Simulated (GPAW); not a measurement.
## Ballistic transport through naphthalene-1,5-dithiol between two Pt chains, cheap and dear: single-zeta polarised basis

GPAW 26.7.0; GPAW LCAO, PAW setups; Landauer transmission from Green's functions with principal layers (ASE), zero bias.

The second zeta is dropped, the polarisation orbitals stay.

Input file run.py:

```python
import json
import numpy as np
from ase import Atoms
from ase.transport.calculators import TransportCalculator
from gpaw import GPAW, FermiDirac
from gpaw.lcao.tools import get_lcao_hamiltonian
from scipy.linalg import eigh

# The junction with lead layers at both ends, along the third cell vector
device = Atoms(
    ['Pt', 'Pt', 'Pt', 'Pt', 'Pt', 'Pt', 'Pt', 'S', 'H', 'H', 'C', 'C', 'C', 'C', 'H', 'C', 'C', 'H', 'C', 'C', 'C', 'C', 'H', 'H', 'S', 'Pt', 'Pt', 'Pt', 'Pt', 'Pt', 'Pt', 'Pt'],
    positions=[
        [6.84748, 4.83491, 1.20000],
        [6.84748, 4.83491, 3.60000],
        [6.84748, 4.83491, 6.00000],
        [6.84748, 4.83491, 8.40000],
        [6.84748, 4.83491, 10.80000],
        [6.84748, 4.83491, 13.20000],
        [6.84748, 4.83491, 15.60000],
        [6.28816, 3.32112, 17.30825],
        [8.71376, 3.25002, 18.67503],
        [3.84605, 3.27358, 18.71778],
        [5.98345, 3.28655, 19.07947],
        [4.63750, 3.27571, 19.46423],
        [8.39717, 3.26851, 19.71587],
        [7.02204, 3.28032, 20.05501],
        [10.44494, 3.25020, 20.38569],
        [9.39960, 3.26455, 20.68345],
        [4.29534, 3.26455, 20.80734],
        [3.25000, 3.25019, 21.10510],
        [6.67290, 3.28032, 21.43578],
        [5.29776, 3.26850, 21.77493],
        [9.05743, 3.27570, 22.02656],
        [7.71149, 3.28654, 22.41132],
        [9.84889, 3.27356, 22.77301],
        [4.98118, 3.25000, 22.81576],
        [7.40678, 3.32112, 24.18254],
        [6.84748, 4.83491, 25.89079],
        [6.84748, 4.83491, 28.29079],
        [6.84748, 4.83491, 30.69079],
        [6.84748, 4.83491, 33.09079],
        [6.84748, 4.83491, 35.49079],
        [6.84748, 4.83491, 37.89079],
        [6.84748, 4.83491, 40.29079]],
    cell=[[13.69496, 0.0, 0.0], [0.0, 9.66981, 0.0], [0.0, 0.0, 41.49079]],
    pbc=True)

# One principal layer of the lead: the first 5 atoms of the device
lead = Atoms(
    ['Pt', 'Pt', 'Pt', 'Pt', 'Pt'],
    positions=[
        [6.84748, 4.83491, 1.20000],
        [6.84748, 4.83491, 3.60000],
        [6.84748, 4.83491, 6.00000],
        [6.84748, 4.83491, 8.40000],
        [6.84748, 4.83491, 10.80000]],
    cell=[[13.69496, 0.0, 0.0], [0.0, 9.66981, 0.0], [0.0, 0.0, 12.0]],
    pbc=True)

settings = dict(mode='lcao', basis='szp(dzp)', xc='PBE', h=0.2,
                occupations=FermiDirac(0.1), maxiter=250,
                mixer=dict(beta=0.1, nmaxold=8, weight=100.0),
                convergence=dict(density=0.0001))
energies = np.arange(-3, 3 + 1e-9, 0.075)
eta = 0.0001
n1, n2 = 1, 1
# k and -k transmit alike, so half of the mesh across the current serves
mesh = [(i, j) for i in range(n1) for j in range(n2) if (i, j) <= (-i % n1, -j % n2)]
weights = np.array([1 if (i, j) == (-i % n1, -j % n2) else 2 for i, j in mesh]) / (n1 * n2)

# [... helper functions left out ...]
fermi_lead = ground_state(lead, (1, 1, 10), 'lead.txt')
fermi_device = ground_state(device, (1, 1, 2), 'device.txt')
# [... loop over the mesh left out, but for ...]
        # Shift the lead onto the potential of the device's first layer
        shift = ((H[:, 0, 0] - H0[:, 0, 0]) / S0[0, 0]).real.mean()
# [...]
kT = 8.617333e-5 * 77
bias = [0.1, 0.2, 0.5, 1.0, 1.5, 2.0]
# [... integrals and printing left out ...]
```

Started as:

```
> OMP_NUM_THREADS=1 OPENBLAS_NUM_THREADS=1 python run.py
```

Before running it: what should come out for the conductance; and open channels, zone mean against energy?

Each channel passes at most one electron wave, so a value between whole numbers means that at least one channel is partly reflected. Current over bias at the lowest bias computed gives the conductance there: 16.0 μS, or 0.206 G₀ with G₀ = 2e²/h = 77.5 μS.

Numbers from this step:

```
conductance                                             : 0.2038 G₀
thermopower                                             : 8.509 μV/K
largest coupling past the next principal layer          : 8.13e-6 eV
largest misfit of the first principal layer             : 0.2232 eV
shift that aligns the lead                              : 6.78e-4 eV
basis functions of the junction                         : 342
basis functions of a principal layer                    : 75
transmission at the Fermi level (one spin)              : 0.2030
open channels of the lead at the Fermi level (one spin) : 4
```

One spin. Table of transmission, zone mean by energy, zero at the Fermi level:

| energy (eV) | transmission, zone mean |
| --- | --- |
| -3.00 | 0.176 |
| -2.70 | 0.467 |
| -2.40 | 0.985 |
| -2.33 | 1.01 |
| -2.17 | 0.980 |
| -1.88 | 0.898 |
| -1.57 | 0.852 |
| -1.27 | 0.686 |
| -0.97 | 0.751 |
| -0.90 | 0.778 |
| -0.75 | 0.727 |
| -0.45 | 0.352 |
| -0.23 | 0.553 |
| -0.15 | 0.429 |
| 0.00 | 0.203 |
| 0.15 | 0.112 |
| 0.45 | 0.0633 |
| 0.75 | 0.0386 |
| 0.97 | 0.0285 |
| 1.27 | 0.0343 |
| 1.57 | 0.0755 |
| 1.88 | 0.527 |
| 1.95 | 0.935 |
| 2.17 | 0.241 |
| 2.40 | 0.0714 |
| 2.70 | 0.0287 |
| 3.00 | 0.0322 |

Crossings of the lead's bands, unfolded to its shortest repeat. Table of open channels, zone mean by energy, zero at the Fermi level:

energy (eV), open channels, zone mean and a bar from the least value:
```
  -3.0000       3.00 ############
  -2.7750       3.00 ############
  -2.4750       3.00 ############
  -2.2500       3.00 ############
  -2.0250       3.00 ############
  -1.7250       3.00 ############
  -1.5000       3.00 ############
  -1.2750       4.00 ##################
  -0.9750       6.00 ##############################
  -0.7500       6.00 ##############################
  -0.5250       6.00 ##############################
  -0.2250       4.00 ##################
   0.0000       4.00 ##################
   0.2250       4.00 ##################
   0.5250       3.00 ############
   0.7500       1.00 
   0.9750       1.00 
   1.2750       1.00 
   1.5000       1.00 
   1.7250       1.00 
   2.0250       1.00 
   2.2500       1.00 
   2.4750       1.00 
   2.7750       1.00 
   3.0000       1.00
```

Not self-consistent under bias; the bias window is split evenly. The current through one cell, from the zero-bias transmission by bias:

| bias (V) | current through one cell, from the zero-bias transmission (μA) |
| --- | --- |
| 0.100 | 1.60 |
| 0.200 | 3.31 |
| 0.500 | 9.74 |
| 1.000 | 17.1 |
| 1.500 | 29.7 |
| 2.000 | 45.0 |

The transmission of the three most open eigenchannels by energy, zero at the Fermi level:

| energy (eV) | channel 1 | channel 2 | channel 3 |
| --- | --- | --- | --- |
| -3.0000 | 0.174 | 0.00187 | 2.0e-4 |
| -2.7750 | 0.344 | 0.00239 | 3.6e-4 |
| -2.4750 | 0.904 | 0.00519 | 5.3e-4 |
| -2.2500 | 0.953 | 0.00433 | 1.5e-6 |
| -2.0250 | 0.903 | 0.0234 | 6.2e-4 |
| -1.7250 | 0.851 | 0.0339 | 6.3e-4 |
| -1.5000 | 0.802 | 0.0157 | 6.7e-4 |
| -1.2750 | 0.680 | 0.00542 | 7.5e-4 |
| -0.9750 | 0.710 | 0.0397 | 0.00156 |
| -0.7500 | 0.699 | 0.0252 | 0.00286 |
| -0.5250 | 0.432 | 0.0301 | 0.00321 |
| -0.2250 | 0.465 | 0.0866 | 0.00181 |
| 0.0000 | 0.166 | 0.0356 | 0.00139 |
| 0.2250 | 0.0818 | 0.00666 | 4.4e-4 |
| 0.5250 | 0.0615 | 5.5e-4 | 3.3e-7 |
| 0.7500 | 0.0386 | 0 | 0 |
| 0.9750 | 0.0285 | 0 | 0 |
| 1.2750 | 0.0343 | 0 | 0 |
| 1.5000 | 0.0576 | 0 | 0 |
| 1.7250 | 0.161 | 0 | 0 |
| 2.0250 | 0.843 | 0 | 0 |
| 2.2500 | 0.146 | 0 | 0 |
| 2.4750 | 0.0549 | 0 | 0 |
| 2.7750 | 0.0116 | 0 | 0 |
| 3.0000 | 0.0322 | 0 | 0 |

[Logs are printed without paths, hosts, clocks, repeated set-up lines and the standing remarks that a program may print on its own settings, such as how far it seeks lower states.]

[Hosts, paths, dates, database ids (printed as entryN), source tags and the programs' standing remarks are cut or masked in the printed files.]
